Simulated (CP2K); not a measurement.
Methanol monohydrate has these distinct O atoms: O2 (bonded to C and H, takes 1 H bond) and O3 (bonded to 2 H, gives 1 H bond).

```xyz
9

C    -1.2751   -0.2139    0.3426
O     0.1241   -0.5445    0.4557
O     2.0955    1.0662   -0.8697
H    -1.8893   -1.1180    0.2121
H    -1.3734    0.4168   -0.5479
H    -1.6356    0.3530    1.2152
H     0.2609   -1.0487    1.2737
H     1.4492    0.5079   -0.3844
H     2.2436    0.5812   -1.6973
```

Their partial O K spectra (CP2K XAS_TDP, all-electron GAPW, PBEh(45%), aug-cc-pVDZ, TDA, GW2X-corrected core level, no relativity) are given in random order, each times the number of alike atoms.

Gaussian full width 0.5 eV, oscillator strength per eV, alike atoms added, rows of zeros left out:

```csv
E (eV),curve 1,curve 2
535.00,0.000,0.001
535.25,0.001,0.011
535.50,0.010,0.024
535.75,0.026,0.013
536.00,0.018,0.002
536.25,0.003,0.001
536.50,0.000,0.005
536.75,0.001,0.015
537.00,0.013,0.012
537.25,0.042,0.007
537.50,0.036,0.008
537.75,0.016,0.014
538.00,0.015,0.018
538.25,0.016,0.015
538.50,0.025,0.018
538.75,0.019,0.023
539.00,0.012,0.021
539.25,0.008,0.025
539.50,0.011,0.031
539.75,0.023,0.020
540.00,0.025,0.015
540.25,0.014,0.021
540.50,0.010,0.014
540.75,0.013,0.005
541.00,0.013,0.007
541.25,0.013,0.005
541.50,0.015,0.003
541.75,0.015,0.004
542.00,0.007,0.003
542.25,0.003,0.001
542.50,0.006,0.005
542.75,0.009,0.009
543.00,0.005,0.011
543.25,0.002,0.015
543.50,0.002,0.009
543.75,0.002,0.002
544.00,0.002,0.001
544.25,0.002,0.003
```

Q: Which curve belongs to which atom?

Curve 1: O2 (bonded to C and H, takes 1 H bond), leading line at 535.81 eV (f = 0.015 an atom), ionisation energy 539.25 eV, term value 3.44 eV. Curve 2: O3 (bonded to 2 H, gives 1 H bond), leading line at 535.51 eV (f = 0.013 an atom), ionisation energy 538.21 eV, term value 2.70 eV. The leading line of an atom is its first one with 35 % of the strongest within 2.5 eV of its lowest line over the strength cut. A line lies at the core ionisation energy, which rises as an atom loses charge to its neighbours or to a π system, less the term value, which is large for a low π* or σ* orbital with weight on that atom.

[Banner, clock and machine lines of the logs are left out without a mark of their own.]

[Logs are printed without paths, hosts, clocks, repeated set-up lines and the standing remarks that a program may print on its own settings, such as how far it seeks lower states.]

[Hosts, paths, dates, database ids (printed as entryN), source tags and the programs' standing remarks are cut or masked in the printed files.]
